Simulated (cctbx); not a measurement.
# Resonant diffraction in Li2ReS4

Space group Fd-3m (no. 227, origin choice 1), a = 10.0980 Å, b = 10.0980 Å, c = 10.0980 Å, α = 90.00°, β = 90.00°, γ = 90.00°.

```csv
atom,mult.,x,y,z,Ueq (Å²)
Re1,8,1/4,3/4,1/4,0.0031
S1,32,0.6385,0.1385,0.3615,0.0055
Li1,16,3/8,1/8,3/8,0.0080
```

The model is made up (kin elements in a known structure type, no relaxation), so it says nothing on whether the phase exists.

Calculated with cctbx: free-atom f′ and f″ from the Sasaki tables, no fine structure; amplitudes in electrons.

```csv
E (eV),F 1 1 1,F 3 1 3,F 2 2 2,F 4 2 2
9935,397.8,217.3,339.9,398.3
10285,387.6,207.3,339.5,384.1
10415,379.5,199.3,339.4,372.8
10475,371.7,191.6,339.3,362.0
10505,364.0,184.0,339.3,351.3
10520,356.5,176.6,339.3,340.8
10527,349.9,170.1,339.3,331.6
10531,343.1,163.4,339.3,322.1
10539,341.7,166.0,339.3,322.8
10543,351.4,175.1,339.3,336.1
10550,359.2,182.7,339.3,346.9
10565,367.5,190.6,339.3,358.3
10595,375.6,198.4,339.2,369.5
10685,386.0,208.3,339.2,383.7
10935,396.4,218.3,339.0,398.0
```

**Question.** Which edge is crossed, and why do the reflections move as they do?

The L3 edge of Re. The edge is at 10535 eV. f′ of Re falls from -12.0 e at 10415 eV to -18.5 e at 4 eV below it, and f″ steps from 3.82 to 10.21 e across it. Over that approach |F| changes by -10 % (1 1 1), -18 % (3 1 3), -0 % (2 2 2) and -14 % (4 2 2): a reflection falls where Re scatters in phase with the total and rises where it scatters against it; it hardly moves where the Re term is small or cancels by symmetry. Above the edge the larger f″ enters the imaginary part, where it can add to or cancel the other atoms' f″. The structure is centrosymmetric, so Friedel mates stay equal.

[Logs are printed without paths, hosts, clocks, repeated set-up lines and the standing remarks that a program may print on its own settings, such as how far it seeks lower states.]
